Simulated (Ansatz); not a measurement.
**NaZr2H2: relaxing a made-up structure**

Starting from a made-up structure for NaZr2H2, the aim is the relaxed cell, its shortest contacts and, where a second run follows, its electronic structure.

Calculated with Ansatz 0.2.0; DFT, PBEsol, plane-wave PAW, files of the set soft_1, scalar-relativistic, no spin, cell and ions relaxed at zero pressure; PAW set soft_1, in the first sound run; inputs show where later runs differ.

## 1. Starting point

Symmetry: I4/mmm, No. 139, tetragonal system. Conventional cell: a = 3.562 Å, b = 3.562 Å, c = 13.024 Å, α = 90.00°, β = 90.00°, γ = 90.00°. Nearest to Zr lie 4 H at 2.35 Å and 4 Na at 3.05 Å. Nearest to Na lie 8 Zr at 3.05 Å. H has 4 Zr at 2.35 Å nearest. Farther neighbours are not listed.

## 2. Relaxation of the guess

The guess takes its coordinates from another compound and its volume from a rule, so the cell and any free coordinates are relaxed together.

The input, input.yaml:

```yaml
crystal:
  lattice:
    - [-1.781, 1.781, 6.512]
    - [1.781, -1.781, 6.512]
    - [1.781, 1.781, -6.512]
  atoms:
    - { symbol: Zr, position: [0.3674, 0.3674, 0.0] }
    - { symbol: Zr, position: [0.6326, 0.6326, 0.0] }
    - { symbol: Na, position: [0.0, 0.0, 0.0] }
    - { symbol: H, position: [0.25, 0.75, 0.5] }
    - { symbol: H, position: [0.75, 0.25, 0.5] }
kpoints:
  mp_grid: { grid: [10, 10, 10] }
scf:
  occupations: { method: fermi_dirac, width: 0.05 }
hamiltonian:
  xc: pbesol
  pseudopotentials: { kind: paw, azcp: { folder: soft_1 }, xc_functional: pbe }
relax:
  f_tol: 0.015
  max_steps: 70
  cell: {}
output:
  forces: true
  stress: true
```

Run with:

```bash
> ansatz run input.yaml --threads 4 --pin off --max-ram 8192MiB --backend cpu --events-out ev --progress --plain --runs-dir out
```

Numbers of over 12 decimals in the logs are rounded to 6 here.

Log:

```text
basis.fft_grid_basis auto: the FFT boxes are laid along the combinations [[1, 0, 1], [0, 1, 1], [0, 0, 1]] of the cell's own vectors, 3.562, 3.562 and 6.982 Å long. The dense box has 24×24×48 points. Along the cell's own vectors, as sized, it would have 48×48×48, 4.00 times as many. Of the 16 symmetry operations that the crystal satisfies within crystal.symmetry.tolerance (time reversal apart; of a slab, those that k [...]
Engine: ansatz 0.2.0, x86_64-unknown-linux-gnu
Pseudopotentials: kind: paw
Pseudopotential: Zr, paw, valence charge 12, recommended cutoff 420 eV (normal), soft_1/Zr.paw.azcp
Pseudopotential: Na, paw, valence charge 9, recommended cutoff 420 eV (normal), soft_1/Na.paw.azcp
Pseudopotential: H, paw, valence charge 1, recommended cutoff 420 eV (normal), soft_1/H.paw.azcp
Functional definition: PBEsol
  exchange = pbesol_x
  correlation = pbesol_c
Crystal: 5 atoms, lattice volume = 82.623 Å³
Basis set: ecut = 420 eV, 1637 PW (Γ), FFT grids on a1+a3, a2+a3, a3, exchange–correlation on 48×48×96 points (8 copies of the dense FFT grid, shifted against one another)
Bands: 23, of which v1, the nominal top of the filled ones, is band 18 counted from 1 (17 counted from 0)
Symmetry: 16 space group operations
Space group: I4/mmm (ITA 139), of the structure as read, at distance tolerance 4.4e-5 Å
k-points: 102 of 1000
Non-local potential: Zr, projectors of the file, l = 0: 3, l = 1: 2, l = 2: 2, l = 3: 1
Non-local potential: Na, projectors of the file, l = 0: 3, l = 1: 2, l = 2: 1
Non-local potential: H, projectors of the file, l = 0: 2, l = 1: 1
PAW form: soft (Blöchl's): semilocal exchange-correlation on the pseudo side does not see the compensation charge
PAW frozen core: Zr, regenerated for the run's functional, and the local potential with it (the file was generated under x = pbe(κ = 0.804, μ = 0.219515), c = pbe(β = 0.066725))
PAW frozen core: Na, regenerated for the run's functional, and the local potential with it (the file was generated under x = pbe(κ = 0.804, μ = 0.219515), c = pbe(β = 0.066725))
PAW one-centre angular grid: Zr, 590 points (default); XC on 64 Gauss nodes
PAW one-centre angular grid: Na, 110 points (default); XC on 64 Gauss nodes
PAW one-centre angular grid: H, 110 points (default); XC on 64 Gauss nodes
Initial density: superposition of atomic densities (chi_scale 0.1, normalization cell, long waves kept (reshape's long-wave potential 0.25 eV rms))
Initial wavefunctions: pseudopotential atomic-orbital guess
Functional: x = pbesol(κ = 0.804, μ = 0.123457), c = pbesol(β = 0.046)
SCF iter   1: F=—  HF=-9763.657873 eV  |F-HF|=—  |Δ(HF+E_count)|=         —  Δρ=4.03e-2  dr2=3.31e0  ethr=3.10e-3  ⟨swp⟩=5.4  Hψ=8854  notcnv=0
preconditioner: auto → Kerker (q_TF=auto, 2.364 Å⁻¹)  [metal: Δε(μ)=0.002 eV  Ē_g=4.052 eV  σ=0.050 eV  W_gap=0.01  n_scr=20 (ndim 8)  ℏωp=13.5 eV  f_vac=0.000  D(μ)=5.14/eV (n_scr^D=50)]
SCF iter   2: F=—  HF=-9763.063635 eV  |F-HF|=—  |Δ(HF+E_count)|=   5.94e-1  Δρ=2.29e-2  dr2=1.32e0  ethr=3.10e-3  ⟨swp⟩=2.3  Hψ=4199  notcnv=0  defer=7
SCF iter   3: F=—  HF=-9762.756723 eV  |F-HF|=—  |Δ(HF+E_count)|=   3.07e-1  Δρ=4.26e-3  dr2=5.41e-2  ethr=3.10e-3  ⟨swp⟩=2.2  Hψ=3423  notcnv=0  defer=7
SCF iter   4: F=—  HF=-9762.745457 eV  |F-HF|=—  |Δ(HF+E_count)|=   1.13e-2  Δρ=1.44e-3  dr2=6.93e-3  ethr=1.55e-4  ⟨swp⟩=2.2  Hψ=3880  notcnv=0  defer=1
SCF iter   5: F=—  HF=-9762.743954 eV  |F-HF|=—  |Δ(HF+E_count)|=   1.50e-3  Δρ=5.84e-4  dr2=3.09e-4  ethr=1.98e-5  ⟨swp⟩=2.0  Hψ=2841  notcnv=0  defer=1
SCF iter   6: F=—  HF=-9762.743862 eV  |F-HF|=—  |Δ(HF+E_count)|=   9.20e-5  Δρ=2.22e-4  dr2=3.85e-5  ethr=8.83e-7  ⟨swp⟩=2.0  Hψ=4098  notcnv=0  defer=1
SCF iter   7: F=—  HF=-9762.743840 eV  |F-HF|=—  |Δ(HF+E_count)|=   2.19e-5  Δρ=4.56e-5  dr2=2.18e-6  ethr=1.10e-7  ⟨swp⟩=2.0  Hψ=4145  notcnv=0  defer=1
SCF iter   8: F=—  HF=-9762.743840 eV  |F-HF|=—  |Δ(HF+E_count)|=   4.92e-7  Δρ=1.13e-5  dr2=1.28e-7  ethr=6.22e-9  ⟨swp⟩=2.0  Hψ=4052  notcnv=0  defer=1
SCF iter   9: F=-9762.743840 eV  HF=-9762.743840 eV  |F-HF|=1.40e-9  |Δ(HF+E_count)|=   1.59e-8  Δρ=2.38e-6  dr2=5.73e-9  ethr=2.86e-10  ⟨swp⟩=4.0  Hψ=8224  notcnv=0
SCF 1 converged in 9 iterations: F = -9762.743840 eV  dr2 = 5.73e-9
  greatest PAW one-centre occupation: 1.000 electrons in one spin orbital (limit 2), on the Na atom at site 2 (counted from 0), in its partial waves of l = 0
relax step   1: F+E_penalty+E_count = -9762.74383980 eV  Δ(F+E_penalty+E_count) = +0.000e0 eV  max|allowed force component| = 2.274e0 eV/Å  Δτ_max = 0.0000 Å  P = -8.627 GPa  Ω = 82.623 Å³  (9 SCF iters, dr2 threshold 1.00e-7 eV, accepted)
Crystal: 5 atoms, lattice volume = 77.723 Å³
Basis set: ecut = 420 eV, 1509 PW (Γ), FFT grids on a1+a3, a2+a3, a3, exchange–correlation on 48×48×96 points (8 copies of the dense FFT grid, shifted against one another)
Initial density: handed on by an earlier stage of this run
Initial wavefunctions: those handed on with the density
iter 1 solved again at ethr=1.35e-3 eV; its pass at ethr=3.10e-3 eV (dr2=4.73e-1 eV) is discarded
SCF iter   1: F=—  HF=-9763.767805 eV  |F-HF|=—  |Δ(HF+E_count)|=         —  Δρ=1.52e-2  dr2=4.72e-1  ethr=1.35e-3  ⟨swp⟩=1.0  Hψ=13323  notcnv=0
preconditioner: auto → Kerker (q_TF=auto, 2.389 Å⁻¹)  [metal: Δε(μ)=0.006 eV  Ē_g=4.225 eV  σ=0.050 eV  W_gap=0.03  n_scr=20 (ndim 8)  ℏωp=14.0 eV  f_vac=0.000  D(μ)=4.43/eV (n_scr^D=42)]
SCF iter   2: F=—  HF=-9763.707248 eV  |F-HF|=—  |Δ(HF+E_count)|=   6.06e-2  Δρ=8.26e-3  dr2=1.93e-1  ethr=1.35e-3  ⟨swp⟩=1.0  Hψ=2346  notcnv=0
SCF iter   3: F=—  HF=-9763.667854 eV  |F-HF|=—  |Δ(HF+E_count)|=   3.94e-2  Δρ=1.42e-3  dr2=4.36e-3  ethr=5.53e-4  ⟨swp⟩=2.0  Hψ=3476  notcnv=0
SCF iter   4: F=—  HF=-9763.666942 eV  |F-HF|=—  |Δ(HF+E_count)|=   9.12e-4  Δρ=4.48e-4  dr2=1.69e-4  ethr=1.25e-5  ⟨swp⟩=1.9  Hψ=3314  notcnv=0
SCF iter   5: F=—  HF=-9763.666898 eV  |F-HF|=—  |Δ(HF+E_count)|=   4.39e-5  Δρ=1.22e-4  dr2=1.64e-5  ethr=4.83e-7  ⟨swp⟩=2.0  Hψ=4022  notcnv=0
SCF iter   6: F=—  HF=-9763.666892 eV  |F-HF|=—  |Δ(HF+E_count)|=   5.95e-6  Δρ=5.58e-5  dr2=1.40e-6  ethr=4.67e-8  ⟨swp⟩=2.0  Hψ=4060  notcnv=0
SCF iter   7: F=-9763.666892 eV  HF=-9763.666892 eV  |F-HF|=8.64e-8  |Δ(HF+E_count)|=   4.51e-7  Δρ=1.18e-5  dr2=1.22e-7  ethr=1.43e-9  ⟨swp⟩=4.0  Hψ=8196  notcnv=0
SCF 2 converged in 7 iterations: F = -9763.666892 eV  dr2 = 1.22e-7
[...]
[... from here on, the SCF cycles and remarks between the steps are left out ...]
relax step   4: F+E_penalty+E_count = -9763.93215703 eV  Δ(F+E_penalty+E_count) = -5.128e-2 eV  max|allowed force component| = 1.687e-1 eV/Å  Δτ_max = 0.0430 Å  P = +0.145 GPa  Ω = 74.987 Å³  energy of the carried Pulay correction = +1.525e-3 eV  (6 SCF iters, dr2 threshold 5.00e-7 eV, accepted)
relax step   5: F+E_penalty+E_count = -9763.94422298 eV  Δ(F+E_penalty+E_count) = -1.207e-2 eV  max|allowed force component| = 5.196e-2 eV/Å  Δτ_max = 0.0332 Å  P = +0.150 GPa  Ω = 75.756 Å³  energy of the carried Pulay correction = +1.364e-3 eV  (6 SCF iters, dr2 threshold 5.00e-7 eV, accepted)
relax step   6: F+E_penalty+E_count = -9764.03811914 eV  Δ(F+E_penalty+E_count) = -9.390e-2 eV  max|allowed force component| = 4.531e-1 eV/Å  Δτ_max = 0.0670 Å  P = -0.401 GPa  Ω = 77.366 Å³  energy of the carried Pulay correction = +1.034e-3 eV  (7 SCF iters, dr2 threshold 5.00e-7 eV, accepted)
relax step   7: F+E_penalty+E_count = -9764.30448074 eV  Δ(F+E_penalty+E_count) = -2.664e-1 eV  max|allowed force component| = 6.774e-1 eV/Å  Δτ_max = 0.0987 Å  P = -0.806 GPa  Ω = 78.445 Å³  energy of the carried Pulay correction = +8.162e-4 eV  (7 SCF iters, dr2 threshold 5.00e-7 eV, accepted)
relax step   8: F+E_penalty+E_count = -9764.46037706 eV  Δ(F+E_penalty+E_count) = -1.559e-1 eV  max|allowed force component| = 1.653e-1 eV/Å  Δτ_max = 0.1211 Å  P = -0.913 GPa  Ω = 79.131 Å³  energy of the carried Pulay correction = +6.793e-4 eV  (7 SCF iters, dr2 threshold 5.00e-7 eV, accepted)
relax step   9: F+E_penalty+E_count = -9764.46602305 eV  Δ(F+E_penalty+E_count) = -5.646e-3 eV  max|allowed force component| = 6.849e-2 eV/Å  Δτ_max = 0.0120 Å  P = -0.023 GPa  Ω = 78.568 Å³  energy of the carried Pulay correction = +7.917e-4 eV  (6 SCF iters, dr2 threshold 5.00e-7 eV, accepted)
relax step  10: F+E_penalty+E_count = -9764.46848457 eV  Δ(F+E_penalty+E_count) = -2.462e-3 eV  max|allowed force component| = 8.261e-3 eV/Å  Δτ_max = 0.0179 Å  P = +0.223 GPa  Ω = 78.918 Å³  energy of the carried Pulay correction = +7.217e-4 eV  (6 SCF iters, dr2 threshold 2.93e-7 eV, accepted)
relax step  11: F+E_penalty+E_count = -9764.47048459 eV  Δ(F+E_penalty+E_count) = -2.000e-3 eV  max|allowed force component| = 2.187e-2 eV/Å  Δτ_max = 0.0230 Å  P = +0.312 GPa  Ω = 79.871 Å³  energy of the carried Pulay correction = +5.329e-4 eV  (6 SCF iters, dr2 threshold 5.00e-7 eV, accepted)
relax step  12: F+E_penalty+E_count = -9764.47077951 eV  Δ(F+E_penalty+E_count) = -2.949e-4 eV  max|allowed force component| = 1.265e-2 eV/Å  Δτ_max = 0.0054 Å  P = +0.092 GPa  Ω = 80.339 Å³  energy of the carried Pulay correction = +4.410e-4 eV  (6 SCF iters, dr2 threshold 2.92e-7 eV, accepted)
relax step  13: F+E_penalty+E_count = -9764.47079252 eV  Δ(F+E_penalty+E_count) = -1.301e-5 eV  max|allowed force component| = 8.230e-4 eV/Å  Δτ_max = 0.0003 Å  P = -0.001 GPa  Ω = 80.465 Å³  energy of the carried Pulay correction = +4.163e-4 eV  (6 SCF iters, dr2 threshold 2.13e-8 eV, accepted)
Basis set: ecut = 420 eV, 1567 PW (Γ), FFT grids on a1+a3, a2+a3, a3, exchange–correlation on 54×54×90 points (8 copies of the dense FFT grid, shifted against one another)
Initial wavefunctions: pseudopotential atomic-orbital guess (no wavefunctions were taken with the density)
iter 1 solved again at ethr=3.24e-7 eV; its pass at ethr=3.10e-3 eV (dr2=1.13e-4 eV) is discarded
SCF iter   1: F=—  HF=-9764.473093 eV  |F-HF|=—  |Δ(HF+E_count)|=         —  Δρ=4.67e-4  dr2=7.67e-6  ethr=3.24e-7  ⟨swp⟩=3.0  Hψ=15226  notcnv=0
preconditioner: auto → Kerker (q_TF=auto, 2.375 Å⁻¹)  [metal: Δε(μ)=0.022 eV  Ē_g=4.707 eV  σ=0.050 eV  W_gap=0.11  n_scr=16 (ndim 8)  ℏωp=13.7 eV  f_vac=0.000  D(μ)=3.34/eV (n_scr^D=32)]
SCF iter   2: F=—  HF=-9764.473069 eV  |F-HF|=—  |Δ(HF+E_count)|=   2.45e-5  Δρ=2.40e-4  dr2=2.06e-6  ethr=2.19e-8  ⟨swp⟩=2.0  Hψ=2605  notcnv=0
SCF iter   3: F=—  HF=-9764.473061 eV  |F-HF|=—  |Δ(HF+E_count)|=   7.57e-6  Δρ=4.96e-6  dr2=1.59e-8  ethr=5.90e-9  ⟨swp⟩=2.1  Hψ=2978  notcnv=0
SCF iter   4: F=—  HF=-9764.473061 eV  |F-HF|=—  |Δ(HF+E_count)|=   3.85e-9  Δρ=1.22e-6  dr2=2.38e-9  ethr=4.54e-11  ⟨swp⟩=2.1  Hψ=3946  notcnv=0
SCF iter   5: F=—  HF=-9764.473061 eV  |F-HF|=—  |Δ(HF+E_count)|=  4.80e-10  Δρ=4.24e-7  dr2=2.67e-10  ethr=6.80e-12  ⟨swp⟩=2.0  Hψ=3129  notcnv=0
SCF iter   6: F=-9764.473061 eV  HF=-9764.473061 eV  |F-HF|=1.27e-11  |Δ(HF+E_count)|=  8.37e-11  Δρ=1.30e-7  dr2=2.05e-11  ethr=1.00e-12  ⟨swp⟩=4.1  Hψ=8183  notcnv=0
SCF 14 converged in 6 iterations: F = -9764.473061 eV  dr2 = 2.05e-11
relax step  14: F+E_penalty+E_count = -9764.47306110 eV  Δ(F+E_penalty+E_count) = -2.269e-3 eV  max|allowed force component| = 1.198e-3 eV/Å  Δτ_max = 0.0000 Å  P = +0.025 GPa  Ω = 80.465 Å³  stress off target by 4.70e-2 GPa  SCF on the basis re-selected at this cell (its energy is not comparable with the rows above)  (6 SCF iters)
basis re-selected at this cell: Δ(F+E_penalty+E_count) = -2.269e-3 eV, ΔP = +0.026 GPa vs the last step (what re-selecting the basis moved, of the pressure what is left beyond the Pulay correction that the steps carried, after the strain that the cell walked since its last selection, with what the two solves' SCF thresholds leave and, on support functions, any second-order correction that the steps lacked; it is no measure of the basis error at this ecutwfc). The dense FFT grid was sized anew with the basis: this SCF ran on 27×27×45 points, the steps before it on 24×24×48, so part of this shift can come from that change (see relax.cell in the input reference). [rest of the remark cut]
SCF converged after 6 iterations
Free energy (F): -9764.473061 eV
Harris-Foulkes:  -9764.473061 eV  (|F-HF|=1.27e-11)
Internal energy: -9764.444963 eV  (E = F + TS)
E sigma→0 (E₀):  -9764.459012 eV
Entropy (-TS):   -0.028098 eV (-5.620 meV/atom)
Fermi energy:    8.968508 eV
--- Per-component energies (eV) ---
  E_band       = -475.105110
  E_kinetic    = 775.837760
  E_local      = -2981.196254  (includes V_loc(G=0)·N_el)
  E_nonlocal   = 434.571636
  E_hartree    = 1010.681963
  E_xc         = -361.345246
  E_vxc        = -434.949745  (∫ρ·V_xc dr)
  E_paw        = -6104.996612  (= ΣΔE_a)
  E_vpaw       = -290.730560  (= ΣTr[D̂ρ^β])
  E_aug_tail   = -0.001952  (compensation charges beyond the density's cutoff)
  E_ewald      = -2538.382393
  E_core_change = 0.386136  (= ΣΔE_core)
  E_smearing   = -0.028098  (= −TS)
  E_closure    = 0.000000  (closes the sum)
  Σ components = -9764.473061   (vs F -9764.473061, Δ=0.00e0)
--- Forces (eV/Å), atoms counted from 1 ---
  atom   1  Zr    -0.00000000    -0.00000000    -0.00119838
  atom   2  Zr    -0.00000000     0.00000000     0.00119838
  atom   3  Na     0.00000000     0.00000000    -0.00000000
  atom   4  H      0.00000000     0.00000000     0.00000000
  atom   5  H      0.00000000    -0.00000000     0.00000000
  max |Σ_I F_I| component: 5.20e-18 eV/Å
--- Stress (GPa, compression-positive) ---
        0.046971       0.000000      -0.000000
        0.000000       0.046971      -0.000000
       -0.000000       0.000000      -0.017792
  P = ⅓ Tr σ = 0.0254 GPa (0.254 kbar)
--- Relaxed structure (13 steps of the walk, 13 accepted, 1 SCFs on fresh bases) ---
  F+E_penalty+E_count = -9764.47306110 eV   max|allowed force component| = 1.198e-3 eV/Å   (the final SCF, on the basis selected at the relaxed cell)
  cell:  # Å, volume = 80.4654 Å³
    - [-1.927156, 1.927156, 5.416457]
    - [1.927156, -1.927156, 5.416457]
    - [1.927156, 1.927156, -5.416457]
  atoms:
    - { symbol: Zr, position: [0.311744, 0.311744, 0] }
    - { symbol: Zr, position: [0.688256, 0.688256, 0] }
    - { symbol: Na, position: [5.727357913621216e-19, 5.727357913621217e-19, 0] }
    - { symbol: H, position: [0.250000, 0.750000, 0.500000] }
    - { symbol: H, position: [0.750000, 0.250000, 0.500000] }
```

Run time: 29 s. Hardware: 4 threads of Intel Xeon Platinum 8488C (Sapphire Rapids), shared host; peak memory 0.57 GiB.

Step by step:

```
step  energy less that of the first step (eV)  largest force component (eV/Å)  pressure (GPa)  volume (Å³)
   1                                   0.0000                          2.2742           -8.63        82.62
   2                                  -0.9231                          1.2495           -5.19        77.72
   3                                  -1.1370                          0.3731            4.90        72.07
   4                                  -1.1883                          0.1687            0.15        74.99
   5                                  -1.2004                          0.0520            0.15        75.76
   6                                  -1.2943                          0.4531           -0.40        77.37
   7                                  -1.5606                          0.6774           -0.81        78.45
   8                                  -1.7165                          0.1653           -0.91        79.13
   9                                  -1.7222                          0.0685           -0.02        78.57
  10                                  -1.7246                          0.0083            0.22        78.92
  11                                  -1.7266                          0.0219            0.31        79.87
  12                                  -1.7269                          0.0127            0.09        80.34
  13                                  -1.7270                          0.0008            0.00        80.47
 14*                                  -1.7292                          0.0012            0.03        80.47
```

Relaxation steps marked * repeat the geometry before them on a plane-wave basis chosen anew for their cell, so energy and pressure can jump there.

The run keeps the 16 symmetry operations that it works with, so distortions that break them were not tested.

```
     cell as run  before   after   change
           a (Å)   6.982   6.063  -13.2 %
           b (Å)   6.982   6.063  -13.2 %
           c (Å)   6.982   6.063  -13.2 %
           α (°)  150.44  142.94   -5.0 %
           β (°)  150.44  142.94   -5.0 %
           γ (°)   42.29   53.42  +26.3 %
volume (Å³/atom)   16.52   16.09   -2.6 %
```

The atoms that moved most (Å, as changes of fractional coordinates times the final cell):

| atom | dx | dy | dz | length |
| --- | --- | --- | --- | --- |
| Zr1 | 0.000 | 0.000 | -0.603 | 0.603 |
| Zr2 | 0.000 | 0.000 | 0.603 | 0.603 |

The relaxed structure:

```cif
data_structure
_symmetry_space_group_name_H-M 'P 1'
_symmetry_Int_Tables_number 1
_cell_length_a 6.0635
_cell_length_b 6.0635
_cell_length_c 6.0635
_cell_angle_alpha 142.937
_cell_angle_beta 142.937
_cell_angle_gamma 53.421
_cell_volume 80.47
loop_
_atom_site_label
_atom_site_type_symbol
_atom_site_fract_x
_atom_site_fract_y
_atom_site_fract_z
_atom_site_occupancy
Zr1 Zr 0.31174 0.31174 0.00000 1
Zr2 Zr 0.68826 0.68826 0.00000 1
Na3 Na 0.00000 0.00000 0.00000 1
H4 H 0.25000 0.75000 0.50000 1
H5 H 0.75000 0.25000 0.50000 1
```

Numbers from this step:

| Quantity | Value |
| --- | --- |
| free energy | -9764.4731 eV |
| energy at zero smearing | -9764.4590 eV |
| smearing term TS | 0.02810 eV |
| Fermi energy | 8.969 eV |
| electrons | 35 |
| symmetry operations | 16 |
| pressure | 0.02538 GPa |

The shortest distance of each pair, which need not be the same contact before and after:

| pair | guess (Å) | relaxed (Å) |
| --- | --- | --- |
| H–Zr | 2.347 | 2.040 |
| H–H | 2.519 | 2.725 |
| Zr–Zr | 3.454 | 3.036 |
| H–Na | 3.711 | 3.324 |
| Na–Zr | 3.054 | 3.377 |

The relaxation ends with a largest force component of 0.0012 eV/Å and a pressure of 0.03 GPa.

(Part 1 of 2 ends here.)

[Logs are printed without paths, hosts, clocks, repeated set-up lines and the standing remarks that a program may print on its own settings, such as how far it seeks lower states.]

[Hosts, paths, dates, database ids (printed as entryN), source tags and the programs' standing remarks are cut or masked in the printed files.]
